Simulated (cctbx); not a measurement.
**Reading a Patterson map**

Space group Cm (no. 8), a = 12.6170 Å, b = 3.8100 Å, c = 11.2780 Å, α = 90.00°, β = 106.53°, γ = 90.00°, content Ho8 Ga2 S14.

Simulated single-crystal data (cctbx): Mo Kα, λ = 0.71073 Å, to d = 0.8 Å, 80 % of the full sphere, strongest reflection 40000 counts, noise from counting, a 3 % proportional error and a noise floor of 4 counts (s.d.); no absorption.

Patterson synthesis, origin scaled to 1000:

```text
Patterson group C 1 2/m 1
      u       v       w   height  length (A)
  0.000   0.000   0.000   1000.0     0.00
  0.196   0.500   0.798    444.3     4.25
  0.091   0.500   0.375    371.5     4.48
  0.191   0.000   0.765    309.1     4.05
  0.116   0.000   0.437    302.0     4.73
  0.163   0.500   0.035    129.6     2.74
  0.032   0.000   0.760    119.9     2.85
  0.233   0.000   0.871    119.1     3.63
  0.123   0.500   0.927    109.6     2.73
  0.152   0.000   0.217    104.2     2.65
  0.000   0.500   0.500     84.0     5.95
  0.067   0.500   0.850     83.2     2.83
  0.229   0.500   0.580     80.8     6.49
  0.198   0.000   0.300     79.0     3.59
```

Q: Assign the vectors.

A peak at u stands for all pairs with xi − xj = u, with weight Σ ZiZj against Σ Z² = 41418 at the origin. Peak heights follow these weights only roughly, since form factors, motion and series ripples differ, all vectors within 0.55 Å of a peak are counted as merged into it though the farther ones add only part of their weight, and F(000) is left out, which lowers the whole map:

| u | v | w | shortest length (Å) | height | 1000 ΣZiZj/ΣZ² | pairs in the cell |
| --- | --- | --- | --- | --- | --- | --- |
| 0.196 | 0.500 | 0.798 | 3.86 | 444 | 458 | 4 × Ho–Ho, 4 × S–S |
| 0.091 | 0.500 | 0.375 | 4.48 | 372 | 534 | 4 × Ho–Ho, 2 × Ho–Ga |
| 0.191 | 0.000 | 0.765 | 4.06 | 309 | 317 | 2 × Ho–Ho, 2 × Ho–Ga |
| 0.116 | 0.000 | 0.437 | 4.73 | 302 | 317 | 2 × Ho–Ho, 2 × Ho–Ga |
| 0.163 | 0.500 | 0.035 | 2.75 | 130 | 207 | 8 × Ho–S |
| 0.032 | 0.000 | 0.760 | 2.85 | 120 | 207 | 8 × Ho–S |
| 0.233 | 0.000 | 0.871 | 3.63 | 119 | 150 | 2 × Ho–Ga, 8 × S–S |
| 0.123 | 0.500 | 0.927 | 2.73 | 110 | 151 | 4 × Ho–S, 4 × Ga–S |
| 0.152 | 0.000 | 0.217 | 2.65 | 104 | 151 | 4 × Ho–S, 4 × Ga–S |
| 0.000 | 0.500 | 0.500 | 5.95 | 84 | 104 | 4 × Ho–S |

The table stops at ten peaks or at a height of 45, below which ripples compete. In the model behind the data Ho, the heaviest element, has 4 independent sites: (0.1137, 0, 0.4386), (0.4970, 1/2, 0.9975), (0.3067, 0, 0.2003) and (0.1956, 1/2, 0.7934), up to an allowed shift of origin; the Ho–Ho vectors are differences of these positions and their symmetry mates. The whole model:

| atom | mult. | x | y | z | Ueq (Å²) |
| --- | --- | --- | --- | --- | --- |
| Ho1 | 2 | 0.1137 | 0 | 0.4386 | 0.0111 |
| Ho2 | 2 | 0.4970 | 1/2 | 0.9975 | 0.0115 |
| Ho3 | 2 | 0.3067 | 0 | 0.2003 | 0.0097 |
| Ho4 | 2 | 0.1956 | 1/2 | 0.7934 | 0.0094 |
| Ga1 | 2 | 0.3816 | 1/2 | 0.5683 | 0.0120 |
| S1 | 2 | 0.4944 | 0 | 0.5059 | 0.0186 |
| S2 | 2 | 0.4635 | 1/2 | 0.2179 | 0.0168 |
| S3 | 2 | 0.0304 | 0 | 0.7726 | 0.0205 |
| S4 | 2 | 0.1576 | 1/2 | 0.0547 | 0.0192 |
| S5 | 2 | 0.3395 | 0 | 0.9486 | 0.0190 |
| S6 | 2 | 0.2743 | 0 | 0.6517 | 0.0176 |
| S7 | 2 | 0.2493 | 1/2 | 0.3630 | 0.0152 |

The model is made up (kin elements in a known structure type, no relaxation), so it says nothing on whether the phase exists.

[Logs are printed without paths, hosts, clocks, repeated set-up lines and the standing remarks that a program may print on its own settings, such as how far it seeks lower states.]
